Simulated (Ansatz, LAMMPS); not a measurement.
# Molecular dynamics of a frame of liquid Si from 1770 K, run at 300 K (115 atoms)

Aim: follow a frame of liquid Si from 1770 K, run at 300 K (115 atoms) for a short time with forces from DFT, then look at structure and electrons in the last frame.

Calculated with Ansatz 0.2.0; Kohn-Sham DFT, PBE, PAW (set soft_2), plane waves.

### 1. Starting point

The cell holds 115 atoms: 115 Si. Cell: a = 12.779 Å, b = 12.779 Å, c = 12.779 Å, α = 90.0°, β = 90.0°, γ = 90.0°. 115 atoms (115 Si) placed at random at 2.57 g/cm³, melted at 2500 K for 20 ps at fixed volume with the modified Tersoff potential (Kumagai, Izumi, Hara and Sakai, Comput. Mater. Sci. 39, 457 (2007)). Snapshot at the end of a hold of 20 ps at 1770 K and fixed volume.

Limits known from the start: The network of bonds at the start is that of the classical potential that made the cell. The cell was made at 1770 K but the dynamics is set to 300 K: the trajectory isn't one at 1770 K. Sampling is at Γ alone, for a cell whose shortest periodic width is 13 Å.

### 2. Single point at the start

The forces at the start show how far the geometry lies from a minimum of this functional.

Input file input.yaml:

```yaml
crystal:
  lattice:
    - [12.779, 0.0, 0.0]
    - [0.0, 12.779, 0.0]
    - [0.0, 0.0, 12.779]
  atoms:
    - { symbol: Si, position: [0.49623, 0.43912, 0.52088] }
    - { symbol: Si, position: [0.33011, 0.73917, 0.14382] }
    - { symbol: Si, position: [0.31778, 0.85279, 0.3358] }
    - { symbol: Si, position: [0.17617, 0.41505, 0.60936] }
    [... 105 atom lines left out ...]
    - { symbol: Si, position: [0.97407, 0.72869, 0.17258] }
    - { symbol: Si, position: [0.33816, 0.56451, 0.7197] }
    - { symbol: Si, position: [0.46974, 0.86989, 0.17923] }
    - { symbol: Si, position: [0.24804, 0.23236, 0.96913] }
    - { symbol: Si, position: [0.33979, 0.77688, 0.7449] }
    - { symbol: Si, position: [0.67908, 0.25566, 0.77096] }
kpoints:
  mp_grid: { grid: [1, 1, 1] }
hamiltonian:
  xc: pbe
scf:
  occupations: { method: fermi_dirac, width: 0.025 }
output:
  forces: true
```

The run is started by

```bash
> ansatz run input.yaml --threads 4 --pin off --max-ram 8192MiB --backend cpu --events-out ev --progress --plain --runs-dir out
```

Elapsed: 18 s, on 4 threads of Arm Neoverse V1, shared host; peak memory 2.2 GiB.

The run gave:

```
free energy            : -73058.9720 eV
free energy per atom   : -635.2954 eV/atom
SCF cycles             : 9
r.m.s. force component : 0.7474 eV/Å
longest force          : 3.456 eV/Å
Fermi energy           : 7.51 eV
```

The r.m.s. force component of 0.75 eV/Å sets the starting point.

Neighbours are counted within 3.02 Å (Si-Si).

Length of the force by element and coordination:

| element | coordination | atoms | mean length of the force (eV/Å) | spread | least | most |
| --- | --- | --- | --- | --- | --- | --- |
| Si | all | 115 | 1.13 | 0.636 | 0.315 | 3.46 |
| Si | 4 | 11 | 1.37 | 0.841 | 0.373 | 2.88 |
| Si | 5 | 41 | 1.18 | 0.625 | 0.350 | 2.77 |
| Si | 6 | 37 | 1.13 | 0.618 | 0.315 | 3.46 |
| Si | 7 | 20 | 0.958 | 0.566 | 0.382 | 3.00 |
| Si | 8 | 5 | 0.785 | 0.222 | 0.540 | 1.19 |
| Si | 9 | 1 | 1.27 | 0 | 1.27 | 1.27 |

### 3. Dynamics started at 300 K

A Langevin thermostat couples each atom to a heat bath, at the price of damped dynamics. The time step is 2.0 fs.

Changes to input.yaml since step 2:

```diff
@@ -15 +15,8 @@
   forces: true
+md:
+  timestep: 2.0
+  n_steps: 126
+  ensemble: nvt_langevin
+  temperature: 300
+  initial_velocities: maxwell_boltzmann
+  seed: 3448
```

Wall time 27 min (4 threads); peak memory 2.4 GiB; 1.8 h of CPU time.

The program notes that it switched symmetry off.

Rows from the run:

| time (fs) | T (K) | potential (meV/atom) |
| --- | --- | --- |
| 0.0 | 297 | 0.0 |
| 16.0 | 509 | -31.9 |
| 34.0 | 512 | -45.8 |
| 50.0 | 448 | -46.6 |
| 68.0 | 538 | -62.5 |
| 84.0 | 533 | -69.8 |
| 100.0 | 510 | -72.5 |
| 118.0 | 507 | -85.2 |
| 134.0 | 504 | -92.2 |
| 152.0 | 486 | -96.5 |
| 168.0 | 480 | -106.3 |
| 184.0 | 404 | -101.6 |
| 202.0 | 381 | -105.3 |
| 218.0 | 442 | -112.3 |
| 236.0 | 393 | -109.6 |
| 252.0 | 397 | -114.2 |

Mean square displacement from the first frame to the last: Si 0.45 Å².

Mean square displacement, Si against time lag:

time lag (fs), mean square displacement, Si (Å²) and a bar:
```
      2.0      0.000 
      6.0      0.001 
     12.0      0.006 #
     16.0      0.010 #
     22.0      0.018 ##
     26.0      0.024 ###
     32.0      0.035 ####
     38.0      0.046 ######
     42.0      0.053 #######
     48.0      0.065 ########
     52.0      0.073 #########
     58.0      0.084 ###########
     64.0      0.096 ############
     68.0      0.103 #############
     74.0      0.115 ###############
     78.0      0.123 ################
     84.0      0.136 ##################
     88.0      0.144 ###################
     94.0      0.158 ####################
    100.0      0.171 ######################
    104.0      0.180 #######################
    110.0      0.194 #########################
    114.0      0.204 ##########################
    120.0      0.218 ############################
    126.0      0.232 ##############################
```

Over the second half of 252 fs the temperature averages 437 K, falling from about 484 to 407 K (means over the first and last quarter of that half). The atoms reach a mean square displacement of 0.45 Å² at the end; the farthest move is 1.19 Å. The mean temperature of 437 K lies well off the 300 K of the input, so the thermostat hasn't yet brought the run to equilibrium. The count of bonds goes from 325 in the first frame to 305 in the last, by one set of cutoffs: 66 pairs passed out of them and 46 came within. The run spans 0.25 ps, too short for its means to be equilibrium values.

### 4. Structure statistics late in the run

The g(r) is a mean over the second half; what follows it is taken at the last frame.

Bonds before and after, by the cutoffs listed below:

| pair | bonds before | bonds after | mean before (Å) | mean after (Å) | spread before (Å) | spread after (Å) |
| --- | --- | --- | --- | --- | --- | --- |
| Si-Si | 325 | 305 | 2.570 | 2.541 | 0.198 | 0.183 |

Density 2.57 g/cm³, 18.15 Å³ an atom.

Mean of 14 frames. Pair distribution function in bins of 0.1 Å:

| r (Å) | total |
| --- | --- |
| 2.15 | 0.00 |
| 2.25 | 0.46 |
| 2.35 | 2.81 |
| 2.45 | 3.37 |
| 2.55 | 2.17 |
| 2.65 | 1.20 |
| 2.75 | 0.79 |
| 2.85 | 0.79 |
| 2.95 | 0.68 |
| 3.05 | 0.75 |
| 3.15 | 0.67 |
| 3.25 | 0.80 |
| 3.35 | 0.89 |
| 3.45 | 0.96 |
| 3.55 | 1.02 |
| 3.65 | 1.21 |
| 3.75 | 1.25 |
| 3.85 | 1.29 |
| 3.95 | 1.29 |
| 4.05 | 1.32 |
| 4.15 | 1.15 |
| 4.25 | 0.94 |
| 4.35 | 0.93 |
| 4.45 | 0.94 |
| 4.55 | 0.84 |
| 4.65 | 0.70 |
| 4.75 | 0.75 |
| 4.85 | 0.78 |
| 4.95 | 0.83 |
| 5.05 | 0.88 |
| 5.15 | 0.93 |
| 5.25 | 1.02 |
| 5.35 | 1.02 |
| 5.45 | 1.06 |
| 5.55 | 1.12 |
| 5.65 | 1.20 |
| 5.75 | 1.27 |
| 5.85 | 1.16 |
| 5.95 | 1.08 |
| 6.05 | 1.03 |
| 6.15 | 0.96 |
| 6.25 | 0.94 |
| 6.35 | 0.88 |

Bonds by pair of elements; cutoffs follow the first minimum of g(r), held within bounds set by covalent radii, and pairs that aren't listed don't count as bonded:

| pair A-B | cutoff (Å) | bonds | mean length (Å) | spread (Å) | shortest (Å) | B about A | A about B |
| --- | --- | --- | --- | --- | --- | --- | --- |
| Si-Si | 2.98 | 305 | 2.54 | 0.183 | 2.26 | 5.30 | 5.30 |

How many atoms have how many bonded neighbours:

| element | mean | 4 | 5 | 6 | 7 | 8 |
| --- | --- | --- | --- | --- | --- | --- |
| Si | 5.30 | 25 | 48 | 26 | 14 | 2 |

Bond angles, per cent of each kind in bins of 5°:

| angle (°) | Si-Si-Si |
| --- | --- |
| 45–50 | 0.3 |
| 50–55 | 3.1 |
| 55–60 | 3.7 |
| 60–65 | 2.5 |
| 65–70 | 3.1 |
| 70–75 | 4.7 |
| 75–80 | 5.6 |
| 80–85 | 5.4 |
| 85–90 | 6.6 |
| 90–95 | 7.4 |
| 95–100 | 8.2 |
| 100–105 | 6.6 |
| 105–110 | 5.8 |
| 110–115 | 5.8 |
| 115–120 | 5.8 |
| 120–125 | 5.0 |
| 125–130 | 3.0 |
| 130–135 | 3.0 |
| 135–140 | 2.8 |
| 140–145 | 2.5 |
| 145–150 | 2.3 |
| 150–155 | 1.6 |
| 155–160 | 1.5 |
| 160–165 | 1.3 |
| 165–170 | 1.2 |
| 170–175 | 0.9 |
| 175–180 | 0.2 |

Bond angles (no mean is given where the spread exceeds 20°):

| angle | count | mean (°) | spread (°) |
| --- | --- | --- | --- |
| Si-Si-Si | 1370 | - | - |

Bond length by coordination (bonds to H left out):

| element | coordination | atoms | mean bond length (Å) |
| --- | --- | --- | --- |
| Si | 4 | 25 | 2.42 |
| Si | 5 | 48 | 2.52 |
| Si | 6 | 26 | 2.59 |
| Si | 7 | 14 | 2.63 |
| Si | 8 | 2 | 2.68 |

The first maximum of g(r) stands at about 2.4 Å. Counting bonds as in the table, 42 % of Si atoms have 5 bonded neighbours. Bonds at Si atoms with 4 neighbours average 2.42 Å, against 2.63 Å at those with 7.

### 5. Single point at the last frame

The last frame is solved again with fuller output, to read the electronic structure of a thermally displaced geometry.

Input file input.yaml:

```yaml
crystal:
  lattice:
    - [12.779, 0.0, 0.0]
    - [0.0, 12.779, 0.0]
    - [0.0, 0.0, 12.779]
  atoms:
    - { symbol: Si, position: [0.49022, 0.48787, 0.53763] }
    - { symbol: Si, position: [0.31188, 0.68392, 0.11144] }
    - { symbol: Si, position: [0.34205, 0.86763, 0.32637] }
    - { symbol: Si, position: [0.11963, 0.3647, 0.6109] }
    [... 105 atom lines left out ...]
    - { symbol: Si, position: [0.98524, 0.66907, 0.19611] }
    - { symbol: Si, position: [0.3431, 0.54624, 0.71097] }
    - { symbol: Si, position: [0.48014, 0.8961, 0.18628] }
    - { symbol: Si, position: [0.24677, 0.19344, 0.96877] }
    - { symbol: Si, position: [0.35542, 0.80074, 0.76676] }
    - { symbol: Si, position: [0.71345, 0.31082, 0.76087] }
kpoints:
  mp_grid: { grid: [1, 1, 1] }
hamiltonian:
  xc: pbe
scf:
  occupations: { method: fermi_dirac, width: 0.025 }
output:
  forces: true
  stress: true
  populations: intrinsic
  dos:
    method: { smearing: { sigma: 0.15 } }
    de: 0.1
    projected: { site_lists: { Si: [Si] } }
  eigenvalues: true
  write_density: true
  write_potential: true
  volumetric_format: npy
```

Run time: 35 s. Hardware: 4 threads; peak memory 2.3 GiB; 2.2 min of CPU time.

Read from the output:

```yaml
free_energy: -73072.1067 eV
free_energy_per_atom: -635.4096 eV/atom
scf_cycles: 9
pressure: -1.105 GPa
r_m_s_force_component: 0.4502 eV/Å
longest_force: 1.779 eV/Å
fermi_energy: 7.539 eV
levels_partly_filled_by_over_2_per_cent: 2
```

Neighbours are counted within 2.98 Å (Si-Si), the cutoffs taken from the dynamics.

Length of the force by element and coordination:

| element | coordination | atoms | mean length of the force (eV/Å) | spread | least | most |
| --- | --- | --- | --- | --- | --- | --- |
| Si | all | 115 | 0.713 | 0.315 | 0.0998 | 1.78 |
| Si | 4 | 25 | 0.839 | 0.339 | 0.316 | 1.78 |
| Si | 5 | 48 | 0.704 | 0.310 | 0.0998 | 1.54 |
| Si | 6 | 26 | 0.607 | 0.312 | 0.194 | 1.47 |
| Si | 7 | 14 | 0.721 | 0.219 | 0.442 | 1.14 |
| Si | 8 | 2 | 0.698 | 0.152 | 0.547 | 0.850 |

Intrinsic-atomic-orbital charges by element and coordination:

| element | coordination | atoms | mean charge (e) | spread | least | most |
| --- | --- | --- | --- | --- | --- | --- |
| Si | all | 115 | 0 | 0.0326 | -0.0936 | 0.0871 |
| Si | 4 | 25 | -7.0e-4 | 0.0291 | -0.0936 | 0.0455 |
| Si | 5 | 48 | -0.0082 | 0.0326 | -0.0776 | 0.0671 |
| Si | 6 | 26 | 0.0147 | 0.0346 | -0.06 | 0.0871 |
| Si | 7 | 14 | 0.0012 | 0.0264 | -0.0475 | 0.0477 |
| Si | 8 | 2 | 0.0056 | 0.0111 | -0.0056 | 0.0167 |

States in the cell by windows of 1 eV, zero at the Fermi level; the larger projections on atomic orbitals stand beside the total:

| from (eV) | to (eV) | total | Si p | Si s |
| --- | --- | --- | --- | --- |
| -14 | -13 | 1.0 | 0.1 | 0.9 |
| -13 | -12 | 10.6 | 2.9 | 7.6 |
| -12 | -11 | 21.9 | 7.8 | 14.0 |
| -11 | -10 | 20.6 | 8.0 | 12.5 |
| -10 | -9 | 30.5 | 12.0 | 18.4 |
| -9 | -8 | 38.9 | 16.9 | 21.8 |
| -8 | -7 | 26.4 | 13.1 | 13.1 |
| -7 | -6 | 27.2 | 14.3 | 12.7 |
| -6 | -5 | 36.1 | 21.8 | 13.9 |
| -5 | -4 | 48.0 | 37.7 | 9.8 |
| -4 | -3 | 51.2 | 43.4 | 7.2 |
| -3 | -2 | 51.5 | 44.1 | 6.4 |
| -2 | -1 | 56.2 | 46.4 | 8.2 |
| -1 | 0 | 39.8 | 31.3 | 6.5 |
| 0 | 1 | 39.8 | 28.9 | 7.6 |
| 1 | 2 | 53.6 | 37.6 | 9.8 |
| 2 | 3 | 66.0 | 44.1 | 11.2 |

The levels nearest the highest filled one (over half full), pooled over k-points and spins:

| level less the highest filled one (eV) | occupation |
| --- | --- |
| -0.264 | 2 |
| -0.225 | 2 |
| -0.181 | 2 |
| -0.135 | 2.00 |
| -0.06 | 1.98 |
| 0 | 1.81 |
| 0.112 | 0.2 |
| 0.199 | 0.007 |
| 0.254 | 0.001 |
| 0.287 | 0 |
| 0.326 | 0 |
| 0.375 | 0 |

Intrinsic-atomic-orbital charges run from -0.09 to +0.09 e. Within 0.4 eV of the Fermi level the largest share is Si p (80 % of the projected weight).

### 6. Summary of results

```json
{"mean temperature, second half": "437.3 K", "temperature swing, second half": "44.22 K", "free energy per atom": "-635.4096 eV/atom", "pressure": "-1.105 GPa", "r.m.s. force component": "0.4502 eV/Å", "wall time of the 3 DFT runs": "28 min"}
```

In words: Over the second half of 252 fs the temperature averages 437 K, falling from about 484 to 407 K (means over the first and last quarter of that half). The mean temperature of 437 K lies well off the 300 K of the input, so the thermostat hasn't yet brought the run to equilibrium. The count of bonds goes from 325 in the first frame to 305 in the last, by one set of cutoffs: 66 pairs passed out of them and 46 came within. The run spans 0.25 ps, too short for its means to be equilibrium values. Counting bonds as in the table, 42 % of Si atoms have 5 bonded neighbours. 2 levels are partly filled, by over 2 % (at Γ alone): at this level the cell shows no clear gap.

**Limits.** The network of bonds at the start is that of the classical potential that made the cell; in DFT 66 of its 325 bonded pairs passed out of the cutoffs and 46 came within them. The pressure of a single frame lacks the kinetic term, about 0.33 GPa here.

[Logs are printed without paths, hosts, clocks, repeated set-up lines and the standing remarks that a program may print on its own settings, such as how far it seeks lower states.]

[Hosts, paths, dates, database ids (printed as entryN), source tags and the programs' standing remarks are cut or masked in the printed files.]
